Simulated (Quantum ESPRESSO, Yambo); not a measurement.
# CdF2 (Fm-3m): G0W0 on several meshes in Yambo, part 2 of 2

Aim: the GW shift of CdF2 (Fm-3m) against the k mesh.

Quantum ESPRESSO 7.5 and Yambo 5.3.0; PBE and many-body steps on it, plane waves. Known limits of the many-body steps: not at the basis limit; d shell near the gap, gap tends to lie low; no spin-orbit coupling; coarse k mesh.

So far. Step 4 (2×2×2): The gap on the mesh goes from 3.21 eV to 5.29 eV, a correction of +2.08 eV. Step 5 (Empty states on the mesh, 6×6×6 mesh, 133 bands): On this mesh the gap is 3.143 eV.

## 6. Conversion and set-up

This step: Yambo 5.3.0; conversion and set-up on PBE, plane waves, norm-conserving pseudopotentials.

Run with:

```console
$ (cd o/x.save; p2y > p2y.log; mv SAVE ../..); yambo > setup.log
```

Log:

```text
 Yambo, version 5.3.0

 [02] CORE Variables Setup
 =========================

  [02.01] Unit cells
  ==================

  Cell kind             :  FCC
  Atoms in the cell     :  Cd  F
  number of Cd atoms    :  1
  number of F  atoms    :  2

  List of atomic masses
  Mass of Cd    :  112.4100
  Mass of F     :  18.99800

  List of atomic coordinates    : [cc]
  Cd1       :  0.000000  0.000000  0.000000  order 1
  F1       :  2.545461  2.545461  2.545461  order 2
  F2       :  7.636383  7.636383  7.636383  order 3

  Alat factors          :  5.090922  5.090922  5.090922 [a.u.]
[...]
Q [ 1]         [rlu]:  0.000000  0.000000  0.000000
 Q [ 2]         [rlu]: -0.24198E-17 -0.24198E-17  0.16667
 Q [ 3]         [rlu]: -0.48396E-17 -0.48396E-17  0.33333
[...]
Q [ 8]         [rlu]:  0.72092E-16  0.16667     -0.33333
 Q [ 9]         [rlu]:  0.48396E-17  0.16667     -0.16667
 Q [10]         [rlu]: -0.31274E-16  0.33333      0.33333
     [... 4 further rows ...]
 Q [15]         [rlu]:  0.166667  0.333333 -0.333333
 Q [16]         [rlu]:  0.166667 -0.500000 -0.333333

  [03.01] X indexes
  =================

   [03.01.01] Sigma indexes
   ========================

 [06] Game Over & Game summary
```

Wall time 2.5 s (1 MPI rank of Arm Neoverse V2, shared host); peak memory 0.25 GiB.

## 7. 6×6×6

This step: G0W0 on PBE, plane waves, norm-conserving pseudopotentials.

gw14.in reads:

```
HF_and_locXC
gw0
dyson
ppa
em1d
rim_cut
RandQpts= 1000000
RandGvec= 1 RL
EXXRLvcs= 94 Ry
VXCRLvcs= 376 Ry
Chimod= "HARTREE"
% BndsRnXp
 1 | 133 |
%
NGsBlkXp= 15.5 Ry
% LongDrXp
 1 | 1 | 1 |
%
% GbndRnge
 1 | 133 |
%
DysSolver= "n"
ExtendOut
PPAPntXp= 27.21138 eV
% QPkrange
 16 | 16 | 16 | 19 |
 1 | 1 | 16 | 19 |
%
```

Run with:

```console
$ OMP_NUM_THREADS=1 mpirun -n 8 yambo -F gw14.in -J gw14 -C gw14 > gw14.log
```

Log:

```text
 Yambo, version 5.3.0

 [02] CORE Variables Setup
 =========================

  [... cell, symmetries and grids as in the set-up ...]

  [02.05] Energies & Occupations
  ==============================

  [X] === General ===
  [X] Electronic Temperature                        :  0.000000  0.000000 [eV K]
  [X] Bosonic    Temperature                        :  0.000000  0.000000 [eV K]
  [X] Finite Temperature mode                       : no
  [X] El. density                                   :  0.86947E+24 [cm-3]
  [X] Fermi Level                                   :  6.510399 [eV]

  [X] === Gaps and Widths ===
  [X] Conduction Band Min                           :  3.143481 [eV]
  [X] Valence Band Max                              :  0.000000 [eV]
  [X] Filled Bands                                  :  17
  [X] Empty Bands                                   :   18  133
  [X] Direct Gap                                    :  3.619370 [eV]
  [X] Direct Gap localized at k                     :  1
  [X] Indirect Gap                                  :  3.143481 [eV]
  [X] Indirect Gap between kpts                     :  16   1
  [X] Last valence band width                       :  0.475889 [eV]
  [X] 1st conduction band width                     :  4.960865 [eV]

 [03] Transferred momenta grid and indexing
 ==========================================

 IBZ Q-points                                      :  16
 BZ  Q-points                                      :  216

 K/Q-points units:
 rlu = crystal or reduced units; cc = cartesian coordinates; iku = interal k-units

 Q [ 1]         [rlu]:  0.000000  0.000000  0.000000
 Q [ 2]         [rlu]: -0.24198E-17 -0.24198E-17  0.16667
 Q [ 3]         [rlu]: -0.48396E-17 -0.48396E-17  0.33333
[...]
[Hartree-Fock] El. density                        :  0.86947E+24 [cm-3]
  [Hartree-Fock] Fermi Level                        :  6.510399 [eV]

  [Hartree-Fock] === Gaps and Widths ===
  [Hartree-Fock] Conduction Band Min                :  4.101586 [eV]
  [Hartree-Fock] Valence Band Max                   : -0.069349 [eV]
  [Hartree-Fock] Filled Bands                       :  17
  [Hartree-Fock] Empty Bands                        :   18  133
  [Hartree-Fock] Direct Gap                         :  4.556810 [eV]
  [Hartree-Fock] Direct Gap localized at k          :  2
  [Hartree-Fock] Indirect Gap                       :  4.170935 [eV]
  [Hartree-Fock] Indirect Gap between kpts          :  13   2
  [Hartree-Fock] Last valence band width            :  7.802978 [eV]
  [Hartree-Fock] 1st conduction band width          :  9.985070 [eV]

 [08] Dyson equation: Newton solver
 ==================================

  [08.01] G0W0 (W PPA)
  ====================

  [  GW  ] Bands range     :    1  133
  [GW/PPA] G damping       :  0.100000 [eV]

  QP @ state[ 1 ] K range:  1  1
  QP @ state[ 1 ] b range:  16  19
  QP @ state[ 2 ] K range:  16  16
  QP @ state[ 2 ] b range:  16  19

   Sc/G bands                                       :    1  133
   Sc/G damping                                     :  0.100000 ev
   Sc bands terminator                              : no
   Sx RL components                                 :   4111

   QP @ state[ 1 ] K range                          :  1  1
   QP @ state[ 1 ] b range                          :  16  19
   QP @ state[ 2 ] K range                          :  16  16
   QP @ state[ 2 ] b range                          :  16  19
   GF energies kind                                 : Perdew, Burke & Ernzerhof(X)+Perdew, Burke & Ernzerhof(C)
   GF WF`s kind                                     : Perdew, Burke & Ernzerhof(X)+Perdew, Burke & Ernzerhof(C)
   Xs energies kind                                 : Perdew, Burke & Ernzerhof(X)+Perdew, Burke & Ernzerhof(C)
   Xs WF`s kind                                     : Perdew, Burke & Ernzerhof(X)+Perdew, Burke & Ernzerhof(C)

 [11] Game Over & Game summary
```

Run time: 6 min. Hardware: 8 MPI ranks; peak memory 4.5 GiB.

Numbers from this step:

| Quantity | Value |
| --- | --- |
| G0W0 gap on the points computed | 5.369 eV |
| starting gap on the mesh | 3.143 eV |
| k of the valence top | 0.1667, -0.5, -0.3333 |
| k of the conduction bottom | 0, 0, 0 |
| least direct G0W0 gap on the computed points | 6.110 eV |
| Z at the valence top | 0.7941 |
| Z at the conduction bottom | 0.8687 |

Against G0W0 in Yambo (2×2×2 mesh, 133 bands, screening to 210.9 eV, Godby-Needs plasmon pole), the gap moves by +0.081 eV.

## 8. Side by side

Times are wall times on 8 MPI ranks of Arm Neoverse V2, shared host, good to a factor of about two.

| run | mesh | bands | screening cutoff (eV) | DFT gap (eV) | gap on the mesh (eV) | direct (eV) | time |
| --- | --- | --- | --- | --- | --- | --- | --- |
| 2×2×2 | 2×2×2 | 133 | 210.9 | 3.213 | 5.289 | 5.927 | 8.6 s |
| 6×6×6 | 6×6×6 | 133 | 210.9 | 3.143 | 5.369 | 6.110 | 6 min |

## 9. Results

- 2×2×2: 5.289 eV
- 6×6×6: 5.369 eV
- known limits: not at the basis limit; d shell near the gap, gap tends to lie low; no spin-orbit coupling; coarse k mesh

What this shows: 6×6×6: +0.081 eV against 2×2×2, −0.069 eV of it in the start. Bands and cutoff are finite, so the gap is not at the basis limit. The miss can reach some tenths of an eV and take either sign; the mesh is an error of its own. In the G0W0 runs levels were corrected at 2 k points alone, so a gap called «on the mesh» is the least over those, and an edge elsewhere would be missed. A denser mesh or path gives a starting gap of 3.12 eV: the GW mesh misses a band edge, so its gaps are not the fundamental one. The 2×2×2 mesh is coarse for this cell, which bears on the long-range parts of exchange and screening. A d shell, filled or nearly so, lies near the gap. One-shot GW converges very slowly in bands there, not always from below, and on a semilocal start the gap tends to come out low; starts rich in exact exchange can overshoot instead. The many-body steps are scalar-relativistic: spin-orbit coupling is not in them.

[Paths, hosts, dates, memory and timing lines, banners, echoed tables and standing remarks are left out of the program output.]

[Logs are printed without paths, hosts, clocks, repeated set-up lines and the standing remarks that a program may print on its own settings, such as how far it seeks lower states.]

[Runs of the session that timed out or met a known fault of the program may be left out.]

[Hosts, paths, dates, database ids (printed as entryN), source tags and the programs' standing remarks are cut or masked in the printed files.]
